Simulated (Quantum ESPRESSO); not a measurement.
Records of electronic-structure calculations.

### CoGe: parallel and opposed starts

The structure is cubic, space group P2_13 (No. 198). Conventional cell: a = 4.579 Å, b = 4.579 Å, c = 4.579 Å, α = 90.00°, β = 90.00°, γ = 90.00°. Nearest to Co lie 7 Ge at 2.36 to 2.57 Å. Ge has 7 Co at 2.36 to 2.57 Å nearest. Farther neighbours are not listed.

```xyz
8
Lattice="4.5795 0.0000 0.0000 0.0000 4.5795 0.0000 0.0000 0.0000 4.5795" Properties=species:S:1:pos:R:3 pbc="T T T"
Co    0.6266    0.6266    0.6266
Co    1.6631    3.9529    2.9163
Co    2.9163    1.6631    3.9529
Co    3.9529    2.9163    1.6631
Ge    3.8459    3.8459    3.8459
Ge    3.0233    0.7336    1.5561
Ge    1.5561    3.0233    0.7336
Ge    0.7336    1.5561    3.0233
```

```yaml
method: PBEsol; plane waves with GBRV 1.5 PBEsol potentials, no spin-orbit coupling (and 1 further level or step)
program: Quantum ESPRESSO 7.5
settings_of_one_run: GBRV 1.5 PBEsol, potential files Co: co_pbesol_v1.2.uspp.F.UPF, Ge: ge_pbesol_v1.4.uspp.F.UPF, cutoff 544.23 eV, 6×6×6 k-mesh, 81 bands, fermi-dirac occupations, smearing width 0.1 eV, collinear spin, SCF threshold 1.60e-8, mesh matched on, starting moments 2 2 2 2 0 0 0 0 μB
cost: 3 runs, 6.9 min in all on 4 MPI ranks of Arm Neoverse V2, shared host (the runs of this entry)
lowest_state_found: non-magnetic (from ferro ++++, antiferro ++-- and ferri +++-)
largest_site_moment: 0 μB
```

The lowest state carries no moment, and no start kept one. Only these 3 starts were compared; other wavevectors, canted and longer-period orders were not.

[Logs and program files are shortened in this print: banners, set-up blocks, solver, clock and traceback lines can be left out without a mark of their own.]

[Logs are printed without paths, hosts, clocks, repeated set-up lines and the standing remarks that a program may print on its own settings, such as how far it seeks lower states.]

[Hosts, paths, dates, database ids (printed as entryN), source tags and the programs' standing remarks are cut or masked in the printed files.]

[Where a cell is said to come from a database of computed structures, the database is the Materials Project.]
